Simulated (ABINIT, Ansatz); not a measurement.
## How the form of the self-energy moves the gap of CsSrF3 (Pm-3m)

How much does the gap of CsSrF3 (Pm-3m) depend on the approximation to the self-energy?

Calculated with ABINIT 10.8.3; LDA and many-body steps on it, plane waves.

## (1) Starting point

The structure is cubic, space group Pm-3m (No. 221). The conventional cell has a = 4.763 Å, b = 4.763 Å, c = 4.763 Å, α = 90.00°, β = 90.00°, γ = 90.00°. Nearest to Cs lie 12 F at 3.37 Å. Nearest to Sr lie 6 F at 2.38 Å. Nearest to F lie 2 Sr at 2.38 Å and 4 Cs at 3.37 Å. Farther neighbours and most contacts between anions are not listed.

As a file:

```cif
data_structure
_symmetry_space_group_name_H-M 'P 1'
_symmetry_Int_Tables_number 1
_cell_length_a 4.7632
_cell_length_b 4.7632
_cell_length_c 4.7632
_cell_angle_alpha 90.000
_cell_angle_beta 90.000
_cell_angle_gamma 90.000
_cell_volume 108.07
loop_
_atom_site_label
_atom_site_type_symbol
_atom_site_fract_x
_atom_site_fract_y
_atom_site_fract_z
_atom_site_occupancy
Cs1 Cs 0.00000 0.00000 0.00000 1
Sr2 Sr 0.50000 0.50000 0.50000 1
F3 F 0.00000 0.50000 0.50000 1
F4 F 0.50000 0.00000 0.50000 1
F5 F 0.50000 0.50000 0.00000 1
```

The cell and positions are those that the Materials Project relaxed with its own functionals (PBE, PBE+U or r2SCAN), kept fixed. Spin-orbit coupling is left out unless a step names it.

## (2) Empty states on the mesh, 2×2×2 mesh, 213 bands

This step: ABINIT 10.8.3; DFT, LDA, plane waves, norm-conserving pseudopotentials.

The sums over transitions need many empty states on a uniform mesh; this step solves for them.

Input file run.abi:

```
acell 3*1.0 Angstrom
rprim 
  4.763247010000 0.000000000000 0.000000000000
  0.000000000000 4.763247010000 0.000000000000
  0.000000000000 0.000000000000 4.763247010000
ntypat 3
znucl 55 38 9
natom 5
typat 1 2 3 3 3
xred 
  0.000000000000 0.000000000000 0.000000000000
  0.500000000000 0.500000000000 0.500000000000
  0.000000000000 0.500000000000 0.500000000000
  0.500000000000 0.000000000000 0.500000000000
  0.500000000000 0.500000000000 0.000000000000
pp_dirpath "pseudos"
pseudos "Cs.upf, Sr.upf, F.upf"
ecut 36
ngkpt 2 2 2
nshiftk 1
shiftk 0 0 0
kptopt 1
chksymbreak 0
iscf -2
irdden 1
istwfk *1
nband 213
nbdbuf 18
tolwfr 1e-09
nstep 60
prtvol 0
indata_prefix "in"
outdata_prefix "out"
tmpdata_prefix "tmp"
```

Started as:

```bash
OMP_NUM_THREADS=1 mpirun -n 4 abinit run.abi > log
```

Numbers of over 12 decimals in the logs are rounded to 6 here.

The program printed:

```text
.Version 10.8.3 of ABINIT. v10.8.2 released Aug 2026.

 Symmetries : space group Pm -3 m (#221); Bravais cP (primitive cubic)
[... echo of the input left out ...]
== DATASET  1 ==================================================================
-   mpi_nproc: 4, omp_nthreads: 1 (-1 if OMP is not activated)

--- !DatasetInfo
iteration_state: {dtset: 1, }
dimensions: {natom: 5, nkpt: 4, mband: 213, nsppol: 1, nspinor: 1, nspden: 1, mpw: 7568, }
cutoff_energies: {ecut:  36.0, pawecutdg:  -1.0, }
[...]
2.74315    2.74537    2.82045    2.82045    2.82045    2.83230    2.83230    2.83230
   2.86758    2.86758    2.86758    2.90292    2.90292    2.90293    2.90766    2.90766
   2.95659    2.95730    2.95947    2.97235    2.97271
 prteigrs : prtvol=0 or 1, do not print more k-points.

== END DATASET(S) ==============================================================
================================================================================

 -outvars: echo values of variables after computation  --------
            nband         213
             nkpt           4
          spgroup         221
 [... the other variables as echoed above ...]

 Calculation completed.
```

It took 2.7 min on 4 MPI ranks of Intel Xeon Platinum 8259CL at 2.50GHz (Skylake/Cascade Lake), shared host; peak memory 0.51 GiB.

Numbers from this step:

* gap: 6.076 eV
* k of the valence top: 0, 0, 0
* k of the conduction bottom: 0, 0, 0
* least direct gap: 6.076 eV
* k points computed: 4
* lowest point of the top converged band, above the valence top: 75.5916 eV

On this mesh the gap is 6.076 eV.

The density comes from a self-consistent run that is not shown.

## (3) Screening, 2×2×2 mesh, 91 bands, screening to 114.3 eV

The RPA dielectric matrix is built and inverted for each q.

This step: RPA screening on LDA, plane waves, norm-conserving pseudopotentials.

run.abi: that of step 2 with these lines changed.

```diff
@@ -23,10 +23,11 @@
 chksymbreak 0
-iscf -2
-irdden 1
 istwfk *1
-nband 213
-nbdbuf 18
-tolwfr 1e-09
-nstep 60
-prtvol 0
+occopt 1
+irdwfk 1
+optdriver 3
+nband 91
+ecuteps 4.2
+inclvkb 2
+awtr 1
+symchi 1
 indata_prefix "in"
```

The program printed:

```text
.Version 10.8.3 of ABINIT. v10.8.2 released Aug 2026.

 Symmetries : space group Pm -3 m (#221); Bravais cP (primitive cubic)
[... echo of the input left out ...]
== DATASET  1 ==================================================================
-   mpi_nproc: 4, omp_nthreads: 1 (-1 if OMP is not activated)

--- !DatasetInfo
iteration_state: {dtset: 1, }
dimensions: {natom: 5, nkpt: 4, mband: 91, nsppol: 1, nspinor: 1, nspden: 1, mpw: 7568, }
cutoff_energies: {ecut:  36.0, pawecutdg:  -1.0, }
electrons: {nelect:   4.00000000E+01, charge:   0.00000000E+00, occopt:   1.00000000E+00, tsmear:   1.00000000E-02, }

 SCREENING: Calculation of the susceptibility and dielectric matrices

 Based on a program developped by R.W. Godby, V. Olevano, G. Onida, and L. Reining.
 Incorporated in ABINIT by V. Olevano, G.-M. Rignanese, and M. Torrent.
.Using double precision arithmetic ; gwpc =  8

[... cell and pseudopotentials left out ...]
--------------------------------------------------------------------------------

 ==== K-mesh for the wavefunctions ====
 Number of points in the irreducible wedge :     4
[... list of points left out ...]
 Together with 48 symmetry operations and time-reversal symmetry
 yields     8 points in the full Brillouin Zone.

 ==== Q-mesh for the screening function ====
 Number of points in the irreducible wedge :     4
[... list of points left out ...]
 Together with 48 symmetry operations and time-reversal symmetry
 yields     8 points in the full Brillouin Zone.

 setmesh: FFT mesh size selected  =    36x   36x   36
          total number of points  =        46656

 vcoul_init : cutoff-mode = AUXILIARY_FUNCTION
 q-points for optical limit:   1
     1)      0.000010    0.000020    0.000030

- screening: taking advantage of time-reversal symmetry
- Maximum band index for partially occupied states nbvw = 20
- Remaining bands to be divided among processors   nbcw = 71
- Number of bands treated by each node ~17

 Number of electrons calculated from density =   40.0000; Expected =   40.0000
 average of density, n =  0.054847
 r_s =    1.6327
 omega_plasma =   22.5909 [eV]

 calculating chi0 at frequencies [eV] :
  1    0.000000E+00    0.000000E+00
  2    0.000000E+00    2.259085E+01

--------------------------------------------------------------------------------
  q-point number  1        q = ( 0.000000, 0.000000, 0.000000) [r.l.u.]
--------------------------------------------------------------------------------
[... chi0 elements left out ...]
 For q-point:  0.000010 0.000020 0.000030
  dielectric constant =   2.2680
  dielectric constant without local fields =   2.5149

  Average fulfillment of the sum rule on Im[epsilon] for q-point    1 :     45.82  [%]
[... wings left out ...]
  q-point number  2        q = ( 0.500000, 0.000000, 0.000000) [r.l.u.]
--------------------------------------------------------------------------------
[... chi0 elements left out ...]
  Average fulfillment of the sum rule on Im[epsilon] for q-point    2 :     54.33  [%]

 [... 2 further q-points ...]
```

The job ended after 34 s (4 MPI ranks; peak memory 1.2 GiB).

Numbers from this step:

| Quantity | Value |
| --- | --- |
| ε∞ with local fields, on this mesh, along the program's q direction | 2.268 |
| the same without local fields | 2.515 |
| plasma frequency | 22.59 eV |
| plane waves in the screening matrix | 305 |

Local fields lower ε∞ by 10 %. On a Γ-centred mesh this coarse the value itself is usually too large, while a short band sum pulls it down.

## (4) G0W0, Godby-Needs plasmon pole

The self-energy is evaluated for the states that the input lists, and the levels follow from it, in one-shot runs by the linearised quasiparticle equation.

This step: G0W0 on LDA, plane waves, norm-conserving pseudopotentials.

run.abi: that of step 3 with these lines changed.

```diff
@@ -26,8 +26,15 @@
 irdwfk 1
-optdriver 3
+optdriver 4
 nband 91
+gwcalctyp 0
+ecutsigx 36
+symsigma 1
+nkptgw 1
+kptgw 
+  0.0000000000 0.0000000000 0.0000000000
+bdgw 
+  18 23
 ecuteps 4.2
-inclvkb 2
-awtr 1
-symchi 1
+irdscr 1
+ppmodel 1
 indata_prefix "in"
```

The program printed:

```text
.Version 10.8.3 of ABINIT. v10.8.2 released Aug 2026.

 Symmetries : space group Pm -3 m (#221); Bravais cP (primitive cubic)
[... echo of the input left out ...]
== DATASET  1 ==================================================================
-   mpi_nproc: 4, omp_nthreads: 1 (-1 if OMP is not activated)

--- !DatasetInfo
iteration_state: {dtset: 1, }
dimensions: {natom: 5, nkpt: 4, mband: 91, nsppol: 1, nspinor: 1, nspden: 1, mpw: 7568, }
cutoff_energies: {ecut:  36.0, pawecutdg:  -1.0, }
electrons: {nelect:   4.00000000E+01, charge:   0.00000000E+00, occopt:   1.00000000E+00, tsmear:   1.00000000E-02, }

 SIGMA: Calculation of the GW corrections

 Based on a program developped by R.W. Godby, V. Olevano, G. Onida, and L. Reining.
 Incorporated in ABINIT by V. Olevano, G.-M. Rignanese, and M. Torrent.
.Using double precision arithmetic ; gwpc =  8

[... cell and pseudopotentials left out ...]
--------------------------------------------------------------------------------

 ==== K-mesh for the wavefunctions ====
 Number of points in the irreducible wedge :     4
[... list of points left out ...]
 Together with 48 symmetry operations and time-reversal symmetry
 yields     8 points in the full Brillouin Zone.

 ==== Q-mesh for screening function ====
 Number of points in the irreducible wedge :     4
[... list of points left out ...]
 Together with 48 symmetry operations and time-reversal symmetry
 yields     8 points in the full Brillouin Zone.

 vcoul_init : cutoff-mode = AUXILIARY_FUNCTION
 q-points for optical limit:   1
     1)      0.000010    0.000020    0.000030
 setmesh: FFT mesh size selected  =    50x   50x   50
          total number of points  =       125000

 Number of electrons calculated from density =   40.0000; Expected =   40.0000
 average of density, n =  0.054847
 r_s =    1.6327
 omega_plasma =   22.5909 [eV]

 === KS Band Gaps ===
  >>>> For spin  1
   Minimum direct gap =   6.0761 [eV], located at k-point      :   0.0000  0.0000  0.0000
   Fundamental gap    =   6.0761 [eV], Top of valence bands at :   0.0000  0.0000  0.0000
                                       Bottom of conduction at :   0.0000  0.0000  0.0000
 SIGMA fundamental parameters:
 PLASMON POLE MODEL  1
 number of plane-waves for SigmaX                 7497
 number of plane-waves for SigmaC and W            305
 number of plane-waves for wavefunctions          7497
 number of bands                                    91
 number of independent spin polarizations            1
 number of spinorial components                      1
 number of k-points in IBZ                           4
 number of q-points in IBZ                           4
 number of symmetry operations                      48
 number of k-points in BZ                            8
 number of q-points in BZ                            8
 number of frequencies for dSigma/dE                 9
 frequency step for dSigma/dE [eV]                0.25
 number of omega for Sigma on real axis              0
 max omega for Sigma on real axis  [eV]           0.00
 zcut for avoiding poles [eV]                     0.10

 EPSILON^-1 parameters (SCR file):
 dimension of the eps^-1 matrix on file            305
 dimension of the eps^-1 matrix used               305
 number of plane-waves for wavefunctions          7497
 number of bands                                    91
 number of q-points in IBZ                           4
 number of frequencies                               2
 number of real frequencies                          1
 number of imag frequencies                          1

 matrix elements of self-energy operator (all in [eV])

 Perturbative Calculation

--- !SelfEnergy_ee
iteration_state: {dtset: 1, }
kpoint     : [   0.000,    0.000,    0.000, ]
spin       : 1
KS_gap     :    6.076
QP_gap     :    9.559
Delta_QP_KS:    3.483
data: !SigmaeeData |
     Band     E0 <VxcDFT>   SigX SigC(E0)      Z dSigC/dE  Sig(E)    E-E0       E
       18  -0.049 -22.169 -29.627   5.292   0.796  -0.256 -23.893  -1.724  -1.773
       19  -0.049 -22.169 -29.627   5.292   0.796  -0.256 -23.893  -1.724  -1.773
       20  -0.049 -22.169 -29.627   5.292   0.796  -0.256 -23.893  -1.724  -1.773
       21   6.027  -8.532  -3.827  -2.722   0.887  -0.127  -6.772   1.759   7.787
       22   7.583  -8.104  -3.462  -2.639   0.886  -0.129  -6.329   1.775   9.357
       23   7.583  -8.104  -3.462  -2.639   0.886  -0.129  -6.329   1.775   9.357

== END DATASET(S) ==============================================================
================================================================================

 -outvars: echo values of variables after computation  --------
           etotal      0.0000000000E+00
            nband          91
             nkpt           4
          spgroup         221
 [... the other variables as echoed above ...]

 Calculation completed.
```

The job ended after 15 s (4 MPI ranks; peak memory 0.84 GiB).

This step gave:

```
G0W0 gap on the points computed              : 9.56 eV
starting gap on the mesh                     : 6.076 eV
k of the valence top                         : 0, 0, 0
k of the conduction bottom                   : 0, 0, 0
Z at the valence top                         : 0.796
Z at the conduction bottom                   : 0.887
least direct G0W0 gap on the computed points : 9.56 eV
```

The gap on the mesh goes from 6.08 eV to 9.56 eV, a correction of +3.48 eV.

## (5) G0W0, Engel-Farid plasmon pole

run.abi: that of step 4 with these lines changed.

```diff
@@ -38,3 +38,3 @@
 irdscr 1
-ppmodel 1
+ppmodel 4
 indata_prefix "in"
```

The program printed:

```text
.Version 10.8.3 of ABINIT. v10.8.2 released Aug 2026.

 Symmetries : space group Pm -3 m (#221); Bravais cP (primitive cubic)
[... echo of the input left out ...]
== DATASET  1 ==================================================================
-   mpi_nproc: 4, omp_nthreads: 1 (-1 if OMP is not activated)

--- !DatasetInfo
iteration_state: {dtset: 1, }
dimensions: {natom: 5, nkpt: 4, mband: 91, nsppol: 1, nspinor: 1, nspden: 1, mpw: 7568, }
cutoff_energies: {ecut:  36.0, pawecutdg:  -1.0, }
electrons: {nelect:   4.00000000E+01, charge:   0.00000000E+00, occopt:   1.00000000E+00, tsmear:   1.00000000E-02, }

 SIGMA: Calculation of the GW corrections

 Based on a program developped by R.W. Godby, V. Olevano, G. Onida, and L. Reining.
 Incorporated in ABINIT by V. Olevano, G.-M. Rignanese, and M. Torrent.
.Using double precision arithmetic ; gwpc =  8

[... cell and pseudopotentials left out ...]
--------------------------------------------------------------------------------

 ==== K-mesh for the wavefunctions ====
 Number of points in the irreducible wedge :     4
[... list of points left out ...]
 Together with 48 symmetry operations and time-reversal symmetry
 yields     8 points in the full Brillouin Zone.

 ==== Q-mesh for screening function ====
 Number of points in the irreducible wedge :     4
[... list of points left out ...]
 Together with 48 symmetry operations and time-reversal symmetry
 yields     8 points in the full Brillouin Zone.

 vcoul_init : cutoff-mode = AUXILIARY_FUNCTION
 q-points for optical limit:   1
     1)      0.000010    0.000020    0.000030
 setmesh: FFT mesh size selected  =    50x   50x   50
          total number of points  =       125000

 Number of electrons calculated from density =   40.0000; Expected =   40.0000
[...]
number of k-points in BZ                            8
 number of q-points in BZ                            8
 number of frequencies for dSigma/dE                 9
 frequency step for dSigma/dE [eV]                0.25
 number of omega for Sigma on real axis              0
 max omega for Sigma on real axis  [eV]           0.00
 zcut for avoiding poles [eV]                     0.10

 EPSILON^-1 parameters (SCR file):
 dimension of the eps^-1 matrix on file            305
 dimension of the eps^-1 matrix used               305
 number of plane-waves for wavefunctions          7497
 number of bands                                    91
 number of q-points in IBZ                           4
 number of frequencies                               2
 number of real frequencies                          1
 number of imag frequencies                          1

 matrix elements of self-energy operator (all in [eV])

 Perturbative Calculation

--- !SelfEnergy_ee
iteration_state: {dtset: 1, }
kpoint     : [   0.000,    0.000,    0.000, ]
spin       : 1
KS_gap     :    6.076
QP_gap     :    9.547
Delta_QP_KS:    3.471
data: !SigmaeeData |
     Band     E0 <VxcDFT>   SigX SigC(E0)      Z dSigC/dE  Sig(E)    E-E0       E
       18  -0.049 -22.169 -29.627   5.307   0.815  -0.227 -23.922  -1.753  -1.801
       19  -0.049 -22.169 -29.627   5.307   0.815  -0.227 -23.922  -1.753  -1.801
       20  -0.049 -22.169 -29.627   5.307   0.815  -0.227 -23.922  -1.753  -1.801
       21   6.027  -8.532  -3.827  -2.784   0.895  -0.118  -6.813   1.719   7.746
       22   7.583  -8.104  -3.462  -2.678   0.892  -0.121  -6.351   1.753   9.336
       23   7.583  -8.104  -3.462  -2.678   0.892  -0.121  -6.351   1.753   9.336

== END DATASET(S) ==============================================================
================================================================================

 -outvars: echo values of variables after computation  --------
           etotal      0.0000000000E+00
            nband          91
             nkpt           4
          spgroup         221
 [... the other variables as echoed above ...]

 Calculation completed.
```

Elapsed: 12 s, on 4 MPI ranks; peak memory 0.84 GiB; 46 s of CPU time.

Numbers from this step:

| Item | Value |
| --- | --- |
| G0W0 gap on the points computed | 9.547 eV |
| starting gap on the mesh | 6.076 eV |
| k of the valence top | 0, 0, 0 |
| k of the conduction bottom | 0, 0, 0 |
| Z at the valence top | 0.815 |
| Z at the conduction bottom | 0.895 |
| least direct G0W0 gap on the computed points | 9.547 eV |

Against G0W0 in ABINIT (2×2×2 mesh, 91 bands, screening to 114.3 eV, Godby-Needs plasmon pole), the gap moves by −0.013 eV.

## (6) G0W0, von der Linden-Horsch plasmon pole

run.abi: that of step 5 with these lines changed.

```diff
@@ -38,3 +38,3 @@
 irdscr 1
-ppmodel 4
+ppmodel 3
 indata_prefix "in"
```

The program printed:

```text
.Version 10.8.3 of ABINIT. v10.8.2 released Aug 2026.

 Symmetries : space group Pm -3 m (#221); Bravais cP (primitive cubic)
[... echo of the input left out ...]
== DATASET  1 ==================================================================
-   mpi_nproc: 4, omp_nthreads: 1 (-1 if OMP is not activated)

--- !DatasetInfo
iteration_state: {dtset: 1, }
dimensions: {natom: 5, nkpt: 4, mband: 91, nsppol: 1, nspinor: 1, nspden: 1, mpw: 7568, }
cutoff_energies: {ecut:  36.0, pawecutdg:  -1.0, }
[...]
21   6.027  -8.532  -3.827  -2.898   0.924  -0.083  -6.863   1.669   7.696
       22   7.583  -8.104  -3.462  -2.793   0.922  -0.085  -6.399   1.705   9.288
       23   7.583  -8.104  -3.462  -2.793   0.922  -0.085  -6.399   1.705   9.288

== END DATASET(S) ==============================================================
================================================================================

 -outvars: echo values of variables after computation  --------
           etotal      0.0000000000E+00
            nband          91
             nkpt           4
          spgroup         221
 [... the other variables as echoed above ...]

 Calculation completed.
```

Wall time 12 s (4 MPI ranks); peak memory 0.86 GiB; 46 s of CPU time.

This step gave:

| Quantity | Value |
| --- | --- |
| G0W0 gap on the points computed | 9.695 eV |
| starting gap on the mesh | 6.076 eV |
| k of the valence top | 0, 0, 0 |
| k of the conduction bottom | 0, 0, 0 |
| least direct G0W0 gap on the computed points | 9.695 eV |

Against G0W0 in ABINIT (2×2×2 mesh, 91 bands, screening to 114.3 eV, Godby-Needs plasmon pole), the gap moves by +0.135 eV.

[end of part 1 of 2]

[Paths, hosts, dates, memory and timing lines, banners, echoed tables and standing remarks are left out of the program output.]

[Logs are printed without paths, hosts, clocks, repeated set-up lines and the standing remarks that a program may print on its own settings, such as how far it seeks lower states.]

[Runs of the session that timed out or met a known fault of the program may be left out.]

[No measured gap is set beside runs whose start may be inverted or whose files or cutoffs have a known fault.]

[Hosts, paths, dates, database ids (printed as entryN), source tags and the programs' standing remarks are cut or masked in the printed files.]

[G0W0 gaps are taken among the corrected bands and points alone; a level outside them can change the order at an edge.]

[Where Ansatz stands beside ABINIT at settings called matched, ABINIT's density can come from a denser mesh and the files from another edition; pairs whose starting gaps differed by over 0.03 eV were left out, so agreement reads better than it is.]
